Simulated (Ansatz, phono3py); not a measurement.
# SrO (Fm-3m): solver, mesh and scattering choices in phono3py, part 4 of 5

The second- and third-order constants of SrO come from an earlier supercell run; what does phono3py make of them?

What experiment has found for this phase:
- thermal conductivity 12 W/m/K near room temperature (given in “Combining the AFLOW GIBBS and Elastic Libraries to efficiently and robustly screen thermo-mechanical properties of solids”, 2017, arXiv:1611.05714)
- thermal conductivity 12 W/m/K near room temperature (given in “Predicting the lattice thermal conductivity of solids by solving the Boltzmann transport equation: AFLOW - AAPL an automated, accurate and efficient framework”, 2017, arXiv:1611.05481)

Ansatz 0.2.0 and phono3py 4.10.0; DFT r2SCAN, scalar-relativistic, plane waves, PAW; PAW set soft_1 (the session's first sound run).

So far, κ at 300 K (W/m/K): step 3 (relaxation-time solution) 15.0; step 12 (q-mesh of the transport sums 31×31×31) 14.8; step 14 (boundary mean free path 0.1 micrometre) 7.27; step 15 (boundary mean free path 100 micrometre) 14.9; step 16 (q-mesh of the transport sums 19×19×19, solver LBTE) 15.3.

The database entry behind the starting cell differs from later determinations by our own check (about 0.5 % short), so it need not match the best structure at ambient conditions.

## Step 17: Adding coherences, third order supercell 3×3×3, supercell 6×6×6

Level of this step: DFT r2SCAN, scalar-relativistic, plane waves, PAW; PAW set soft_1; phono3py on Ansatz's force constants (phono3py).

Close branches can carry heat by tunnelling between them, which the particle picture leaves out.

phono3py.yaml

```yaml
phono3py:
  version: "4.10.0"
  frequency_unit_conversion_factor: 15.633302
  symmetry_tolerance: 1.00000e-05

physical_unit:
  atomic_mass: "AMU"
  length: "angstrom"

space_group:
  type: "Fm-3m"
  number: 225
  Hall_symbol: "-F 4 2 3"

primitive_matrix:
- [  1.000000000000000,  0.000000000000000,  0.000000000000000 ]
- [  0.000000000000000,  1.000000000000000,  0.000000000000000 ]
- [  0.000000000000000,  0.000000000000000,  1.000000000000000 ]

supercell_matrix:
- [   3,   0,   0 ]
- [   0,   3,   0 ]
- [   0,   0,   3 ]

# [primitive_cell block left out]
unit_cell:
  lattice:
  - [     0.000000000000000,     2.580114853700000,     2.580114853700000 ] # a
  - [     2.580114853700000,     0.000000000000000,     2.580114853700000 ] # b
  - [     2.580114853700000,     2.580114853700000,     0.000000000000000 ] # c
  points:
  - symbol: Sr # 1
    coordinates: [  0.500000000000000,  0.500000000000000,  0.500000000000000 ]
    mass: 87.620000
    reduced_to: 1
  - symbol: O # 2
    coordinates: [  0.000000000000000,  0.000000000000000,  0.000000000000000 ]
    mass: 15.999000
    reduced_to: 2

# [supercell block left out]
phonon_supercell_matrix:
- [   6,   0,   0 ]
- [   0,   6,   0 ]
- [   0,   0,   6 ]

# [phonon_primitive_cell block left out]
# [phonon_supercell block left out]
nac:
  born_effective_charge:
  - # 1 (Sr)
    - [  2.412776631096058,  0.000000000000000,  0.000000000000000 ]
    - [  0.000000000000000,  2.412776631096058,  0.000000000000000 ]
    - [  0.000000000000000,  0.000000000000000,  2.412776631096058 ]
  - # 2 (O)
    - [ -2.412776631096058,  0.000000000000000,  0.000000000000000 ]
    - [  0.000000000000000, -2.412776631096058,  0.000000000000000 ]
    - [  0.000000000000000,  0.000000000000000, -2.412776631096058 ]
  dielectric_constant:
    - [  3.511817046854623,  0.000000000000000,  0.000000000000000 ]
    - [  0.000000000000000,  3.511817046854624,  0.000000000000000 ]
    - [  0.000000000000000,  0.000000000000000,  3.511817046854624 ]
  unit_conversion_factor: 14.399645
```

Started as:

```console
$ phono3py phono3py.yaml --mesh 21 21 21 --br --isotope --tt smm19 --ts 100 150 200 300 400 500 600 800
```

What it wrote:

```text
[banner, memory and clock lines left out]
Rust backend (phonors) using rayon (8 threads).
Running in phono3py.load mode.
Spglib version 2.8.0
----------------------------- General settings -----------------------------
Run mode: conductivity-RTA
HDF5 data compression filter: gzip
Crystal structure was read from "phono3py.yaml".
Supercell (dim): [3 3 3]
Phonon supercell (dim-fc2): [6 6 6]
Primitive matrix:
  [1. 0. 0.]
  [0. 1. 0.]
  [0. 0. 1.]
Spacegroup: Fm-3m (225)
Use -v option to watch primitive cell, unit cell, and supercell structures.
NAC parameters were read from "phono3py.yaml".
fc3 was read from "fc3.hdf5".
fc2 was read from "fc2.hdf5".
----------------------------- Force constants ------------------------------
Max drift of fc3: 0.00000300 (zzz) 0.00000300 (zzz) 0.00000300 (zzz)
Max drift of fc2: -0.00002100 (xx) -0.00002100 (xx)
--------------------------- Calculation settings ---------------------------
Non-analytical term correction (NAC): True
NAC unit conversion factor:  14.39964
BZ integration: Tetrahedron-method
Temperature:  100.0  150.0  200.0  300.0  400.0 ... 800.0
Cutoff frequency: 0.01
Mesh sampling: [ 21 21 21 ]
Generating grid system ... [ 21 21 21 ]
fc3-r2q-transformation over three atoms: True
Optional transport type: SMM19
--------------------------- Phonon calculations ----------------------------
  PRB 50, 13035(R) (1994), PRB 55, 10355 (1997)
  G-cutoff distance: 1.28, Number of G-points: 307, Lambda: 0.25
Running harmonic phonon calculations...
-------------------- Lattice thermal conductivity (RTA) --------------------
Running heat capacity calculations...
Running velocity calculations...
Running isotope scattering calculations with tetrahedron method...
======================= Grid point 0 (1/286) =======================
q-point: ( 0.00  0.00  0.00)
Boundary mean free path (millimeter): 1000.000
Mass variance parameters: 6.10e-05 3.36e-05
Number of triplets: 286
Frequency     group velocity (x, y, z)     |gv|
  -0.008   (   0.000    0.000    0.000)    0.000
  -0.008   (   0.000    0.000    0.000)    0.000
  -0.008   (   0.000    0.000    0.000)    0.000
   6.414   (   0.000    0.000    0.000)    0.000
   6.414   (   0.000    0.000    0.000)    0.000
   6.414   (   0.000    0.000    0.000)    0.000
======================= Grid point 1 (2/286) =======================
q-point: ( 0.05  0.00  0.00)
Boundary mean free path (millimeter): 1000.000
Mass variance parameters: 6.10e-05 3.36e-05
Number of triplets: 891
Frequency     group velocity (x, y, z)     |gv|
   0.561   ( -19.964   19.964   19.964)   34.578
   0.561   ( -19.964   19.964   19.964)   34.578
   0.929   ( -33.376   33.376   33.376)   57.810
   6.455   (  -3.035    3.035    3.035)    5.257
   6.455   (  -3.035    3.035    3.035)    5.257
  14.081   (   1.518   -1.518   -1.518)    2.630
[283 grid points left out]
======================= Grid point 2458 (286/286) =======================
q-point: ( 0.71  0.48  0.24)
Boundary mean free path (millimeter): 1000.000
Mass variance parameters: 6.10e-05 3.36e-05
Number of triplets: 2431
Frequency     group velocity (x, y, z)     |gv|
   4.344   (   0.000    0.277    9.388)    9.392
   4.924   (  -0.000   14.829    1.736)   14.930
   5.106   (   0.000  -12.370   -8.570)   15.049
   8.484   (  -0.000   18.671    1.416)   18.725
   8.615   (   0.000  -15.982    8.570)   18.135
   9.700   (  -0.000    2.961  -17.400)   17.650
=================== End of collection of collisions ===================
----------- Thermal conductivity (W/m-k) with tetrahedron method -----------
#          T(K)        xx         yy         zz         yz         xz         xy
K_intra   100.0      61.822     61.822     61.822      0.000      0.000     -0.000
K_intra   150.0      34.088     34.088     34.088      0.000      0.000     -0.000
K_intra   200.0      23.733     23.733     23.733      0.000      0.000     -0.000
K_intra   300.0      14.978     14.978     14.978      0.000      0.000     -0.000
K_intra   400.0      11.021     11.021     11.021      0.000      0.000     -0.000
K_intra   500.0       8.740      8.740      8.740      0.000      0.000     -0.000
K_intra   600.0       7.250      7.250      7.250      0.000      0.000     -0.000
K_intra   800.0       5.413      5.413      5.413      0.000      0.000     -0.000

K_inter   100.0       0.035      0.035      0.035      0.000      0.000     -0.000
K_inter   150.0       0.057      0.057      0.057      0.000      0.000     -0.000
K_inter   200.0       0.076      0.076      0.076      0.000      0.000     -0.000
K_inter   300.0       0.106      0.106      0.106      0.000     -0.000     -0.000
K_inter   400.0       0.128      0.128      0.128      0.000     -0.000     -0.000
K_inter   500.0       0.147      0.147      0.147      0.000     -0.000     -0.000
K_inter   600.0       0.163      0.163      0.163      0.000     -0.000     -0.000
K_inter   800.0       0.189      0.189      0.189      0.000     -0.000     -0.000

K_TOT     100.0      61.858     61.858     61.858      0.000      0.000     -0.000
K_TOT     150.0      34.145     34.145     34.145      0.000      0.000     -0.000
K_TOT     200.0      23.809     23.809     23.809      0.000      0.000     -0.000
K_TOT     300.0      15.084     15.084     15.084      0.000      0.000     -0.000
K_TOT     400.0      11.149     11.149     11.149      0.000      0.000     -0.000
K_TOT     500.0       8.887      8.887      8.887      0.000      0.000     -0.000
K_TOT     600.0       7.412      7.412      7.412      0.000      0.000     -0.000
K_TOT     800.0       5.601      5.601      5.601      0.000      0.000     -0.000

Thermal conductivity related properties were written into
"kappa-m212121.hdf5".
Summary of calculation was written in "phono3py.yaml".
```

It took 42 s on 8 threads of Intel Xeon Platinum 8375C at 2.90GHz (Ice Lake), shared host; peak memory 0.14 GiB; 4.8 min of CPU time.

Numbers from this step:

- κ at 300 K: 15.08 W/m/K
- κ xx, yy, zz at 300 K: 15.08, 15.08, 15.08 W/m/K

W/m/K. Kappa, by row:

| T (K) | xx | yy | zz | yz | xz | xy | intra mean | inter mean |
| --- | --- | --- | --- | --- | --- | --- | --- | --- |
| 100 | 61.86 | 61.86 | 61.86 | 0 | 0 | 0 | 61.82 | 0.0353 |
| 150 | 34.14 | 34.14 | 34.14 | 0 | 0 | 0 | 34.09 | 0.05692 |
| 200 | 23.81 | 23.81 | 23.81 | 0 | 0 | 0 | 23.73 | 0.07615 |
| 300 | 15.08 | 15.08 | 15.08 | 0 | 0 | 0 | 14.98 | 0.1056 |
| 400 | 11.15 | 11.15 | 11.15 | 0 | 0 | 0 | 11.02 | 0.1281 |
| 500 | 8.887 | 8.887 | 8.887 | 0 | 0 | 0 | 8.74 | 0.1467 |
| 600 | 7.412 | 7.412 | 7.412 | 0 | 0 | 0 | 7.25 | 0.1626 |
| 800 | 5.601 | 5.601 | 5.601 | 0 | 0 | 0 | 5.413 | 0.1885 |

κ at 300 K goes from 15.0 in the base run to 15.1 W/(m K).

## Step 18: Gaussian smearing, third order supercell 3×3×3, supercell 6×6×6

A Gaussian replaces the tetrahedron method for energy conservation; its width must match the mesh.

phono3py.yaml is that of step 17.

Started as:

```console
$ phono3py phono3py.yaml --mesh 21 21 21 --br --isotope --sigma 0.05 --ts 100 300 600
```

What it wrote:

```text
[banner, memory and clock lines left out]
Rust backend (phonors) using rayon (8 threads).
Running in phono3py.load mode.
Spglib version 2.8.0
----------------------------- General settings -----------------------------
Run mode: conductivity-RTA
HDF5 data compression filter: gzip
Crystal structure was read from "phono3py.yaml".
Supercell (dim): [3 3 3]
Phonon supercell (dim-fc2): [6 6 6]
Primitive matrix:
  [1. 0. 0.]
  [0. 1. 0.]
  [0. 0. 1.]
Spacegroup: Fm-3m (225)
Use -v option to watch primitive cell, unit cell, and supercell structures.
NAC parameters were read from "phono3py.yaml".
fc3 was read from "fc3.hdf5".
fc2 was read from "fc2.hdf5".
----------------------------- Force constants ------------------------------
Max drift of fc3: 0.00000300 (zzz) 0.00000300 (zzz) 0.00000300 (zzz)
Max drift of fc2: -0.00002100 (xx) -0.00002100 (xx)
--------------------------- Calculation settings ---------------------------
Non-analytical term correction (NAC): True
NAC unit conversion factor:  14.39964
BZ integration: Smearing=0.05
Temperature:  100.0  300.0  600.0
Cutoff frequency: 0.01
Mesh sampling: [ 21 21 21 ]
Generating grid system ... [ 21 21 21 ]
fc3-r2q-transformation over three atoms: True
--------------------------- Phonon calculations ----------------------------
  PRB 50, 13035(R) (1994), PRB 55, 10355 (1997)
  G-cutoff distance: 1.28, Number of G-points: 307, Lambda: 0.25
Running harmonic phonon calculations...
-------------------- Lattice thermal conductivity (RTA) --------------------
Running heat capacity calculations...
Running velocity calculations...
Running isotope scattering calculations sigma=0.05...
======================= Grid point 0 (1/286) =======================
q-point: ( 0.00  0.00  0.00)
Boundary mean free path (millimeter): 1000.000
Mass variance parameters: 6.10e-05 3.36e-05
Number of triplets: 286
Frequency     group velocity (x, y, z)     |gv|
  -0.008   (   0.000    0.000    0.000)    0.000
  -0.008   (   0.000    0.000    0.000)    0.000
  -0.008   (   0.000    0.000    0.000)    0.000
   6.414   (   0.000    0.000    0.000)    0.000
   6.414   (   0.000    0.000    0.000)    0.000
   6.414   (   0.000    0.000    0.000)    0.000
======================= Grid point 1 (2/286) =======================
q-point: ( 0.05  0.00  0.00)
Boundary mean free path (millimeter): 1000.000
Mass variance parameters: 6.10e-05 3.36e-05
Number of triplets: 891
Frequency     group velocity (x, y, z)     |gv|
   0.561   ( -19.964   19.964   19.964)   34.578
   0.561   ( -19.964   19.964   19.964)   34.578
   0.929   ( -33.376   33.376   33.376)   57.810
   6.455   (  -3.035    3.035    3.035)    5.257
   6.455   (  -3.035    3.035    3.035)    5.257
  14.081   (   1.518   -1.518   -1.518)    2.630
[283 grid points left out]
======================= Grid point 2458 (286/286) =======================
q-point: ( 0.71  0.48  0.24)
Boundary mean free path (millimeter): 1000.000
Mass variance parameters: 6.10e-05 3.36e-05
Number of triplets: 2431
Frequency     group velocity (x, y, z)     |gv|
   4.344   (   0.000    0.277    9.388)    9.392
   4.924   (  -0.000   14.829    1.736)   14.930
   5.106   (   0.000  -12.370   -8.570)   15.049
   8.484   (  -0.000   18.671    1.416)   18.725
   8.615   (   0.000  -15.982    8.570)   18.135
   9.700   (  -0.000    2.961  -17.400)   17.650
=================== End of collection of collisions ===================
----------- Thermal conductivity (W/m-k) for sigma=0.05 -----------
#  T(K)        xx         yy         zz         yz         xz         xy
  100.0      61.952     61.952     61.952      0.000     -0.000     -0.000
  300.0      15.044     15.044     15.044      0.000     -0.000     -0.000
  600.0       7.284      7.284      7.284      0.000     -0.000     -0.000

Thermal conductivity related properties and sigma 0.05
were written into "kappa-m212121-s0.05.hdf5".
Summary of calculation was written in "phono3py.yaml".
```

Elapsed: 36 s, on 8 threads; peak memory 0.14 GiB; 4.1 min of CPU time.

This step gave:

| Property | Result |
| --- | --- |
| κ at 300 K | 15.04 W/m/K |
| κ xx, yy, zz at 300 K | 15.04, 15.04, 15.04 W/m/K |

W/m/K. Kappa, by row:

| T (K) | xx | yy | zz | yz | xz | xy |
| --- | --- | --- | --- | --- | --- | --- |
| 100 | 61.95 | 61.95 | 61.95 | 0 | 0 | 0 |
| 300 | 15.04 | 15.04 | 15.04 | 0 | 0 | 0 |
| 600 | 7.284 | 7.284 | 7.284 | 0 | 0 | 0 |

With a width of 0.05 THz κ at 300 K is 15.0 W/(m K), +0.4 % from the tetrahedron value.

## Step 19: Gaussian smearing, third order supercell 3×3×3, supercell 6×6×6 (run 2)

A Gaussian replaces the tetrahedron method for energy conservation; its width must match the mesh.

phono3py.yaml is that of step 18.

Started as:

```console
$ phono3py phono3py.yaml --mesh 21 21 21 --br --isotope --sigma 0.2 --ts 100 300 600
```

What it wrote:

```text
[banner, memory and clock lines left out]
Rust backend (phonors) using rayon (8 threads).
Running in phono3py.load mode.
Spglib version 2.8.0
----------------------------- General settings -----------------------------
Run mode: conductivity-RTA
HDF5 data compression filter: gzip
Crystal structure was read from "phono3py.yaml".
Supercell (dim): [3 3 3]
Phonon supercell (dim-fc2): [6 6 6]
Primitive matrix:
  [1. 0. 0.]
  [0. 1. 0.]
  [0. 0. 1.]
Spacegroup: Fm-3m (225)
Use -v option to watch primitive cell, unit cell, and supercell structures.
[...]
8.615   (   0.000  -15.982    8.570)   18.135
   9.700   (  -0.000    2.961  -17.400)   17.650
=================== End of collection of collisions ===================
----------- Thermal conductivity (W/m-k) for sigma=0.2 -----------
#  T(K)        xx         yy         zz         yz         xz         xy
  100.0      56.369     56.369     56.369      0.000     -0.000     -0.000
  300.0      13.801     13.801     13.801      0.000     -0.000     -0.000
  600.0       6.688      6.688      6.688      0.000     -0.000     -0.000

Thermal conductivity related properties and sigma 0.2
were written into "kappa-m212121-s0.2.hdf5".
Summary of calculation was written in "phono3py.yaml".
```

Elapsed: 35 s, on 8 threads; peak memory 0.14 GiB; 4.1 min of CPU time.

This step gave:

| Item | Value |
| --- | --- |
| κ at 300 K | 13.8 W/m/K |
| κ xx, yy, zz at 300 K | 13.8, 13.8, 13.8 W/m/K |

W/m/K. Kappa, by row:

| T (K) | xx | yy | zz | yz | xz | xy |
| --- | --- | --- | --- | --- | --- | --- |
| 100 | 56.37 | 56.37 | 56.37 | 0 | 0 | 0 |
| 300 | 13.8 | 13.8 | 13.8 | 0 | 0 | 0 |
| 600 | 6.688 | 6.688 | 6.688 | 0 | 0 | 0 |

With a width of 0.2 THz κ at 300 K is 13.8 W/(m K), -7.9 % from the tetrahedron value.

Between step 18 and this run (sigma 0.2 THz) the value for the κ at 300 K moves from 15.0 W/m/K to 13.8 W/m/K (-8 %).

## Step 20: Two-phonon phase space, third order supercell 3×3×3, supercell 6×6×6

The two-phonon density of states counts the channels open to a mode, without matrix elements.

phono3py.yaml is that of step 19.

Started as:

```console
$ phono3py phono3py.yaml --mesh 23 23 23 --jdos --gp 0 --num-freq-points 80
```

What it wrote:

```text
[banner, memory and clock lines left out]
Rust backend (phonors) using rayon (8 threads).
Running in phono3py.load mode.
Spglib version 2.8.0
----------------------------- General settings -----------------------------
Run mode: jdos
HDF5 data compression filter: gzip
Crystal structure was read from "phono3py.yaml".
Supercell (dim): [3 3 3]
Phonon supercell (dim-fc2): [6 6 6]
Primitive matrix:
  [1. 0. 0.]
  [0. 1. 0.]
  [0. 0. 1.]
Spacegroup: Fm-3m (225)
Use -v option to watch primitive cell, unit cell, and supercell structures.
NAC parameters were read from "phono3py.yaml".
fc3 was read from "fc3.hdf5".
fc2 was read from "fc2.hdf5".
----------------------------- Force constants ------------------------------
Max drift of fc3: 0.00000300 (zzz) 0.00000300 (zzz) 0.00000300 (zzz)
Max drift of fc2: -0.00002100 (xx) -0.00002100 (xx)
--------------------------- Calculation settings ---------------------------
Non-analytical term correction (NAC): True
NAC unit conversion factor:  14.39964
BZ integration: Tetrahedron-method
Cutoff frequency: 0.01
Number of frequency sampling points: 80
Mesh sampling: [ 23 23 23 ]
Generating grid system ... [ 23 23 23 ]
  PRB 50, 13035(R) (1994), PRB 55, 10355 (1997)
  G-cutoff distance: 1.28, Number of G-points: 307, Lambda: 0.25
--------------------------------- Joint DOS ---------------------------------
Running harmonic phonon calculations...
======================= Grid point 0 (1/1) =======================
q-point: ( 0.00  0.00  0.00)
Number of triplets: 364
Frequency
  -0.008
  -0.008
  -0.008
   6.414
   6.414
   6.414
Tetrahedron method is used.
Calculations at 80 frequency points are divided into 8 batches.
1/8: [ 1  2  3  4  5  6  7  8  9 10]
2/8: [11 12 13 14 15 16 17 18 19 20]
3/8: [21 22 23 24 25 26 27 28 29 30]
4/8: [31 32 33 34 35 36 37 38 39 40]
5/8: [41 42 43 44 45 46 47 48 49 50]
6/8: [51 52 53 54 55 56 57 58 59 60]
7/8: [61 62 63 64 65 66 67 68 69 70]
8/8: [71 72 73 74 75 76 77 78 79 80]
JDOS is written into "jdos-m232323-g0.dat".
```

The job ended after 3.6 s (8 threads; peak memory 0.14 GiB; 4.5 s of CPU time).

The joint density of states at Gamma by frequency; read off at these points:

| frequency (THz) | absorption class (1/THz) | decay class (1/THz) |
| --- | --- | --- |
| 0.0 | 0.00248 | 0 |
| 0.4 | 6.61 | 6.2e-4 |
| 0.7 | 3.09 | 0.00250 |
| 1.4 | 2.14 | 0.0151 |
| 2.1 | 5.96 | 0.0381 |
| 3.2 | 2.79 | 0.0968 |
| 3.9 | 5.16 | 0.167 |
| 4.7 | 7.26 | 0.277 |
| 5.0 | 8.74 | 0.355 |
| 5.4 | 1.84 | 0.459 |
| 6.1 | 1.64 | 0.810 |
| 6.8 | 1.17 | 1.41 |
| 7.5 | 0.969 | 1.81 |
| 8.2 | 0.865 | 1.66 |
| 9.3 | 0.868 | 3.67 |
| 10.0 | 0.609 | 2.71 |
| 10.8 | 0.379 | 2.1 |
| 11.5 | 0.229 | 4.93 |
| 12.2 | 0.124 | 2.97 |
| 12.9 | 0.0524 | 2.36 |
| 13.6 | 0 | 2.75 |
| 14.7 | 0 | 2.63 |
| 15.4 | 0 | 3.31 |
| 16.1 | 0 | 4.70 |
| 16.8 | 0 | 1.77 |
| 17.6 | 0 | 1.10 |
| 18.3 | 0 | 1.08 |
| 19.0 | 0 | 1.23 |
| 20.1 | 0 | 1.44 |
| 20.8 | 0 | 1.70 |
| 21.5 | 0 | 0.0985 |
| 22.2 | 0 | 0.108 |
| 22.9 | 0 | 0.118 |
| 23.6 | 0 | 0.129 |
| 24.4 | 0 | 0.140 |
| 25.1 | 0 | 0.151 |
| 26.2 | 0 | 0.125 |
| 26.9 | 0 | 0.0878 |
| 27.6 | 0 | 0.0605 |
| 28.3 | 0 | 0 |

The most distinct maxima of the joint density of states at Gamma (absorption class) lie at 0.4, 2.1 and 5.0 THz, the highest at 5.02 THz.

(Part 4 of 5 ends here.)

[Logs are printed without paths, hosts, clocks, repeated set-up lines and the standing remarks that a program may print on its own settings, such as how far it seeks lower states.]

[Hosts, paths, dates, database ids (printed as entryN), source tags and the programs' standing remarks are cut or masked in the printed files.]

[A step with changed settings may run another functional than the one named; its input shows which.]
